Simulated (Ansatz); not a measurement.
# Ca2Si (model cell, started as cuprite): following an unstable mode

Aim: this structure of Ca2Si (model cell, started as cuprite) is to be tested for unstable modes, and one is followed downhill.

Calculated with Ansatz 0.2.0; DFT PBEsol, scalar-relativistic, plane waves, PAW.

The structure was built from a prototype and need not be the compound's stable phase.

## Step 1: Starting point

Symmetry: Pn-3m, No. 224, cubic system. Conventional cell: a = 6.362 Å, b = 6.362 Å, c = 6.362 Å, α = 90.00°, β = 90.00°, γ = 90.00°. Nearest to Si lie 4 Ca at 2.75 Å. Nearest to Ca lie 2 Si at 2.75 Å. Farther neighbours are not listed.

## Step 2: Linear response at the zone centre

The cell comes from relaxations at this level that are not shown. The zone centre is the only wavevector solved here; it holds the modes that light can see, as far as symmetry allows. No field response is asked, since the mesh shows no gap.

Input file input.yaml:

```yaml
crystal:
  lattice:
    - [6.3617785281, 0.0, 0.0]
    - [0.0, 6.3617785281, 0.0]
    - [0.0, 0.0, 6.3617785281]
  atoms:
    - { symbol: Si, position: [0.0, 0.0, 0.0] }
    - { symbol: Si, position: [0.5, 0.5, 0.5] }
    - { symbol: Ca, position: [0.25, 0.25, 0.25] }
    - { symbol: Ca, position: [0.75, 0.75, 0.25] }
    - { symbol: Ca, position: [0.75, 0.25, 0.75] }
    - { symbol: Ca, position: [0.25, 0.75, 0.75] }
kpoints:
  mp_grid: { grid: [6, 6, 6] }
hamiltonian:
  xc: pbesol
scf:
  occupations: { method: methfessel_paxton, width: 0.15 }
output:
  eigenvalues: true
phonons:
  method: dfpt
```

Command:

```
$ ansatz run input.yaml --threads 8 --pin off --max-ram 14336MiB --backend cpu --events-out ev --progress --plain --runs-dir out
```

Numbers of over 12 decimals in the logs are rounded to 6 here.

The log of the run:

```text
Engine: ansatz 0.2.0, aarch64-unknown-linux-gnu
Pseudopotentials: kind: paw
Pseudopotential: Si, paw, valence charge 4, recommended cutoff 420 eV (normal), Si.paw.azcp
Pseudopotential: Ca, paw, valence charge 10, recommended cutoff 420 eV (normal), Ca.paw.azcp
Functional definition: PBEsol
  exchange = pbesol_x
  correlation = pbesol_c
Crystal: 6 atoms, lattice volume = 257.475 Å³
Basis set: ecut = 420 eV, 5041 PW (Γ), exchange–correlation on 96×96×96 points (8 copies of the dense FFT grid, shifted against one another)
Bands: 30, of which v1, the nominal top of the filled ones, is band 24 counted from 1 (23 counted from 0)
Symmetry: 48 space group operations
k-points: 68 of 216 (irreducible under 2 space group operations, time reversal used)
Non-local potential: Si, projectors of the file, l = 0: 2, l = 1: 2, l = 2: 2
Non-local potential: Ca, projectors of the file, l = 0: 3, l = 1: 2, l = 2: 2
PAW form: soft (Blöchl's): semilocal exchange-correlation on the pseudo side does not see the compensation charge
PAW frozen core: Si, regenerated for the run's functional, and the local potential with it (the file was generated under x = pbe(κ = 0.804, μ = 0.219515), c = pbe(β = 0.066725))
PAW frozen core: Ca, regenerated for the run's functional, and the local potential with it (the file was generated under x = pbe(κ = 0.804, μ = 0.219515), c = pbe(β = 0.066725))
PAW one-centre angular grid: Si, 110 points (default); XC on 64 Gauss nodes
PAW one-centre angular grid: Ca, 110 points (default); XC on 64 Gauss nodes
Initial density: superposition of atomic densities (neutral atoms: chi_scale 0, normalization atom), corrected by the library's trained network
Initial wavefunctions: pseudopotential atomic-orbital guess
Functional: x = pbesol(κ = 0.804, μ = 0.123457), c = pbesol(β = 0.046)
SCF iter   1: F=—  HF=-8416.162168 eV  |F-HF|=—  |Δ(HF+E_count)|=         —  Δρ=2.29e-3  dr2=8.62e-3  ethr=1.77e-3  ⟨swp⟩=10.5  Hψ=10877  notcnv=0
preconditioner: auto → Kerker (q_TF=auto, 2.062 Å⁻¹)  [metal: Δε(μ)=0.037 eV  Ē_g=3.588 eV  σ=0.150 eV  W_gap=0.21  n_scr=32 (ndim 8)  ℏωp=9.3 eV  f_vac=0.000  D(μ)=2.81/eV (n_scr^D=18)]
SCF iter   2: F=—  HF=-8416.163354 eV  |F-HF|=—  |Δ(HF+E_count)|=   1.19e-3  S|Δr|=    0.00e0  Δρ=1.16e-3  dr2=2.15e-3  ethr=1.80e-5  ⟨swp⟩=3.0  Hψ=4547  notcnv=0
SCF iter   3: F=—  HF=-8416.164439 eV  |F-HF|=—  |Δ(HF+E_count)|=   1.09e-3  S|Δr|=    0.00e0  Δρ=2.66e-4  dr2=2.06e-4  ethr=4.47e-6  ⟨swp⟩=2.1  Hψ=3680  notcnv=0
SCF iter   4: F=—  HF=-8416.164615 eV  |F-HF|=—  |Δ(HF+E_count)|=   1.76e-4  S|Δr|=    0.00e0  Δρ=7.74e-5  dr2=4.14e-5  ethr=4.28e-7  ⟨swp⟩=2.0  Hψ=2438  notcnv=0
SCF iter   5: F=—  HF=-8416.164619 eV  |F-HF|=—  |Δ(HF+E_count)|=   3.48e-6  S|Δr|=    0.00e0  Δρ=3.18e-5  dr2=6.51e-6  ethr=8.63e-8  ⟨swp⟩=2.1  Hψ=2282  notcnv=0
SCF iter   6: F=—  HF=-8416.164613 eV  |F-HF|=—  |Δ(HF+E_count)|=   5.09e-6  S|Δr|=    0.00e0  Δρ=9.02e-6  dr2=4.17e-7  ethr=1.36e-8  ⟨swp⟩=2.0  Hψ=2343  notcnv=0
SCF iter   7: F=—  HF=-8416.164541 eV  |F-HF|=—  |Δ(HF+E_count)|=   7.24e-5  S|Δr|=    0.00e0  Δρ=1.52e-6  dr2=8.83e-9  ethr=8.69e-10  ⟨swp⟩=2.0  Hψ=2553  notcnv=0
SCF iter   8: F=—  HF=-8416.164541 eV  |F-HF|=—  |Δ(HF+E_count)|=   1.48e-9  S|Δr|=    0.00e0  Δρ=2.54e-7  dr2=2.63e-10  ethr=1.84e-11  ⟨swp⟩=2.9  Hψ=3810  notcnv=0
SCF iter   9: F=—  HF=-8416.164541 eV  |F-HF|=—  |Δ(HF+E_count)|=  1.64e-11  S|Δr|=    0.00e0  Δρ=9.82e-8  dr2=6.29e-11  ethr=1.00e-12  ⟨swp⟩=1.4  Hψ=2487  notcnv=0
SCF iter  10: F=-8416.164541 eV  HF=-8416.164541 eV  |F-HF|=1.82e-12  |Δ(HF+E_count)|=  9.09e-12  S|Δr|=    0.00e0  Δρ=2.16e-8  dr2=2.35e-12  ethr=1.00e-12  ⟨swp⟩=7.4  Hψ=10225  notcnv=0
SCF 1 converged in 10 iterations: F = -8416.164541 eV  dr2 = 2.35e-12
  greatest PAW one-centre occupation: 0.996 electrons in one spin orbital (limit 2), on the Ca atom at site 4 (counted from 0), in its partial waves of l = 0
DFPT response loops at Γ: preconditioner auto → Kerker (q_TF=auto, 2.062 Å⁻¹) (partly filled bands, converged f_vac=0.000); β = 1.00, the filter's whole step (`scf.mixing.beta` (0.50) is not read by the response loops under this deck's `scf.mixing.preconditioner`; to damp them name `kerker` or `kerker_dos`, under which they read `scf.mixing.beta`, and type it under 1.00, their step now; both keys bind the ground state too); Broyden in place of MSR1
SCF converged after 10 iterations
Stability not checked: this state was not tested for a lower state beside it, because cold or Methfessel-Paxton smearing, or corrected tetrahedra, fill the levels in a way that the test cannot read (fill_not_monotonic; see scf.lower_state_search)
Free energy (F): -8416.164541 eV
Harris-Foulkes:  -8416.164541 eV  (|F-HF|=1.82e-12)
Internal energy: -8416.164893 eV  (E = F + TS)
E sigma→0 (E₀):  -8416.164629 eV
Entropy (-TS):   0.000352 eV (0.059 meV/atom)
Fermi energy:    3.439542 eV
--- Per-component energies (eV) ---
  E_band       = -755.788030
  E_kinetic    = 1180.914679
  E_local      = -3914.801198  (includes V_loc(G=0)·N_el)
  E_nonlocal   = 312.194511
  E_hartree    = 1347.258068
  E_xc         = -645.346047
  E_vxc        = -765.016907  (∫ρ·V_xc dr)
  E_paw        = -4344.382337  (= ΣΔE_a)
  E_vpaw       = -263.595265  (= ΣTr[D̂ρ^β])
  E_aug_tail   = -0.000009  (compensation charges beyond the density's cutoff)
  E_ewald      = -2352.540859
  E_core_change = 0.538299  (= ΣΔE_core)
  E_smearing   = 0.000352  (= −TS)
  E_closure    = 0.000000  (closes the sum)
  Σ components = -8416.164541   (vs F -8416.164541, Δ=0.00e0)
--- Band table (eV; the first three rows and the last of 68) ---
  k-point 0: bands = [... 20 lower, 1.6912, 2.2332, 3.6497, 3.6497, 3.6497, 4.0857, 4.0857, 4.4094, ... 2 higher]
  k-point 1: bands = [... 20 lower, 1.7801, 2.1566, 3.4089, 3.4089, 3.5772, 4.1000, 4.1173, 4.3792, ... 2 higher]
  k-point 2: bands = [... 20 lower, 2.0364, 2.0364, 2.9346, 2.9346, 3.6145, 4.0441, 4.1438, 4.3037, ... 2 higher]
  k-point 67: bands = [... 20 lower, 1.6227, 2.2407, 2.2407, 2.2407, 4.2076, 4.2076, 4.2076, 5.2986, ... 2 higher]
--- Phonons (Γ-DFPT): 2 representative perturbations + reference, on 68 of 216 k-points (Σ response iterations 6) ---
  k mesh reduced under 2 symmetry operations, with k and −k counted as one. Each operation leaves every solved perturbation unchanged. A smaller set is not used because it would not reduce the number of displacements times k-points to solve
  ASR residual: 2.239e-5 → 0.000e0 eV/Å²; symmetrization residual: 5.889e-6 eV/Å²
  ASR residual per site (eV/Å²): 2.24e-5 2.24e-5 8.44e-6 8.44e-6 8.44e-6 8.44e-6
  Γ frequencies (cm⁻¹): -126.28 -126.28 -126.28 0.00 0.00 0.00 48.09 48.09 48.09 83.46 83.46 228.62 228.62 228.62 235.19 317.92 317.92 317.92
  non-analytic LO–TO correction: not included (Born effective charges unavailable; polar crystals: no LO–TO splitting at Γ)
```

It took 25 s on 8 threads of Arm Neoverse V2, shared host; peak memory 2.2 GiB.

Reading the cycles: dr2 is the Hartree energy of the density residual (eV), the measure of convergence; HF is the Harris–Foulkes estimate of the energy, which meets the free energy F at convergence.

This step gave:

- volume per atom: 42.91 Å³
- gap on the k-mesh: 0 eV
- sum-rule residual before enforcement: 2.24e-5 eV/Å²
- point group: m-3m
- highest optical mode at the zone centre (no LO-TO term): 317.9 cm⁻¹
- lowest optical zone-centre mode: -126.3 cm⁻¹

Patterns of degenerate modes are one choice out of their space. Modes at Γ, with each element's share of the kinetic energy (negative means imaginary):

```
mode  frequency (cm⁻¹)  symmetry  Si %  Ca %
   1            -126.3       T1u    31    69
   2            -126.3       T1u    31    69
   3            -126.3       T1u    31    69
   4               0.0  acoustic    26    74
   5               0.0  acoustic    26    74
   6               0.0  acoustic    26    74
   7              48.1       T2u     0   100
   8              48.1       T2u     0   100
   9              48.1       T2u     0   100
  10              83.5        Eu     0   100
  11              83.5        Eu     0   100
  12             228.6       T2g   100     0
  13             228.6       T2g   100     0
  14             228.6       T2g   100     0
  15             235.2       A2u     0   100
  16             317.9       T1u    43    57
  17             317.9       T1u    43    57
  18             317.9       T1u    43    57
```

Displacements in mode 2 (-126.3 cm⁻¹), the largest set to 1:
```
Si1  0.31  0.15  1.00
Si2  0.31  0.15  1.00
Ca3  0.54  0.69 -0.09
Ca4 -0.59 -0.45 -0.61
Ca5  0.38 -0.79 -0.26
Ca6 -0.76  0.34 -0.44
```

Displacements in mode 12 (228.6 cm⁻¹), the largest set to 1:
```
Si1 -1.00 -0.10  0.13
Si2  1.00  0.10 -0.13
Ca3  0.00  0.00  0.00
Ca4  0.00  0.00  0.00
Ca5  0.00  0.00  0.00
Ca6  0.00  0.00  0.00
```

Before it was imposed, the acoustic sum rule was missed by 2.2e-5 eV/Å². Small misses are needed for a sound result but don't prove that mesh and cutoff are converged. The lowest optical mode is imaginary, 126.3i cm⁻¹, so the energy falls along it.

## Step 3: The mode frozen in, largest atomic shift 0 Å

The mode followed lies at Γ with frequency 126.3i cm⁻¹ and is 3-fold degenerate, the softest among the wavevectors solved. At small amplitude the distorted cell has space group no. 102 by a symmetry search on the positions. The undistorted cell that holds it gives the zero of energy on the same k mesh.

Edit input.yaml of step 2 so:

```diff
@@ -19,4 +19,4 @@
 output:
+  forces: true
+  stress: true
   eigenvalues: true
-phonons:
-  method: dfpt
```

The log of the run:

```text
[...]
Crystal: 6 atoms, lattice volume = 257.475 Å³
Basis set: ecut = 420 eV, 5041 PW (Γ), exchange–correlation on 90×90×90 points (8 copies of the dense FFT grid, shifted against one another)
Bands: 30, of which v1, the nominal top of the filled ones, is band 24 counted from 1 (23 counted from 0)
Symmetry: 48 space group operations
[...]
k-points: 20 of 216
[...]
k-point 0: bands = [... 20 lower, 1.6912, 2.2332, 3.6497, 3.6497, 3.6497, 4.0857, 4.0857, 4.4094, ... 2 higher]
  k-point 1: bands = [... 20 lower, 1.7801, 2.1566, 3.4089, 3.4089, 3.5772, 4.0999, 4.1173, 4.3791, ... 2 higher]
  k-point 2: bands = [... 20 lower, 2.0364, 2.0364, 2.9346, 2.9346, 3.6145, 4.0440, 4.1438, 4.3037, ... 2 higher]
  k-point 19: bands = [... 20 lower, 1.6227, 2.2407, 2.2407, 2.2407, 4.2076, 4.2076, 4.2076, 5.2985, ... 2 higher]
[key lines of the parts left out:]
SCF converged after 7 iterations
Free energy (F): -8416.164541 eV
Fermi energy:    3.439527 eV
P = ⅓ Tr σ = 0.0033 GPa (0.033 kbar)
```

Wall time 1.9 s (8 threads); peak memory 0.71 GiB.

This step gave:

```
pressure                         : 0.003315 GPa
energy from the undistorted cell : 0 meV/atom
```

The run ends at a pressure of 0.00 GPa.

## Step 4: The mode frozen in, largest atomic shift 0.6 Å

The atoms are moved along the unstable eigenvector, the largest shift by 0.6 Å, with the cell fixed.

input.yaml, the sections that differ from step 3:

```yaml
crystal:
  lattice:
    - [6.3617785281, 0.0, 0.0]
    - [0.0, 6.3617785281, 0.0]
    - [0.0, 0.0, 6.3617785281]
  atoms:
    - { symbol: Si, position: [0.0943132486, 0.0, 0.0] }
    - { symbol: Si, position: [0.5943132486, 0.5, 0.5] }
    - { symbol: Ca, position: [0.2169545937, 0.303524212, 0.303524212] }
    - { symbol: Ca, position: [0.7169545937, 0.803524212, 0.196475788] }
    - { symbol: Ca, position: [0.7169545937, 0.196475788, 0.803524212] }
    - { symbol: Ca, position: [0.2169545937, 0.696475788, 0.696475788] }
# kpoints, hamiltonian, scf, output: as in step 3
```

The log of the run:

```text
[...]
Crystal: 6 atoms, lattice volume = 257.475 Å³
Basis set: ecut = 420 eV, 5041 PW (Γ), exchange–correlation on 90×90×90 points (8 copies of the dense FFT grid, shifted against one another)
Bands: 30, of which v1, the nominal top of the filled ones, is band 24 counted from 1 (23 counted from 0)
Symmetry: 8 space group operations
[...]
k-points: 40 of 216 (time reversal used)
[...]
k-point 0: bands = [... 20 lower, 1.9871, 2.2792, 3.1257, 3.1898, 3.1898, 3.7258, 4.0449, 4.7519, ... 2 higher]
  k-point 1: bands = [... 20 lower, 2.1134, 2.1912, 2.7225, 3.1025, 3.6839, 3.8155, 4.1732, 4.6894, ... 2 higher]
  k-point 2: bands = [... 20 lower, 2.2238, 2.2475, 2.5507, 2.8719, 3.9883, 4.0634, 4.4171, 4.4634, ... 2 higher]
  k-point 39: bands = [... 20 lower, 1.8511, 1.8701, 2.2460, 2.2460, 4.5505, 4.5505, 4.5968, 4.7966, ... 2 higher]
[key lines of the parts left out:]
SCF converged after 8 iterations
Free energy (F): -8416.950869 eV
Fermi energy:    3.157363 eV
P = ⅓ Tr σ = -2.7687 GPa (-27.687 kbar)
```

Wall time 3.8 s (8 threads); peak memory 0.71 GiB; 27 s of CPU time.

This step gave:

| Quantity | Value |
| --- | --- |
| pressure | -2.769 GPa |
| energy from the undistorted cell | -131.4 meV/atom |

The energy, extrapolated to zero smearing, is -131.45 meV/atom against the undistorted cell.

The run ends at a pressure of -2.77 GPa, with forces up to 0.22 eV/Å.

## Step 5: Energy along the mode, all amplitudes (two of the runs are shown above)

An imaginary frequency means negative curvature, so the energy should fall and then rise again as anharmonic terms take over.

Numbers from this step:

| Property | Result |
| --- | --- |
| depth at the lowest point sampled | 131.4 meV/atom |
| largest atomic shift at that point | 0.6 Å |

Energy from the parent against largest atomic shift:

```
largest atomic shift (Å)  energy from the parent (meV/atom)
                   0.000                                  0
                   0.040                              -1.43
                   0.080                              -5.59
                   0.140                              -16.1
                   0.220                              -35.9
                   0.320                              -66.0
                   0.450                               -104
                   0.600                               -131
```

Displacement at unit largest shift by atom:

```
atom  x (Å)  y (Å)  z (Å)  size
 Si1   1.00   0.00   0.00  1.00
 Si2   1.00   0.00   0.00  1.00
 Ca3  -0.35   0.57   0.57  0.88
 Ca4  -0.35   0.57  -0.57  0.88
 Ca5  -0.35  -0.57   0.57  0.88
 Ca6  -0.35  -0.57  -0.57  0.88
```

The lowest of the steps tried is the last one, at 0.6 Å, 131 meV/atom below the parent; the bottom of the well need not coincide with a step.

(Continued in part 2 of 3.)

[Logs are printed without paths, hosts, clocks, repeated set-up lines and the standing remarks that a program may print on its own settings, such as how far it seeks lower states.]

[Hosts, paths, dates, database ids (printed as entryN), source tags and the programs' standing remarks are cut or masked in the printed files.]
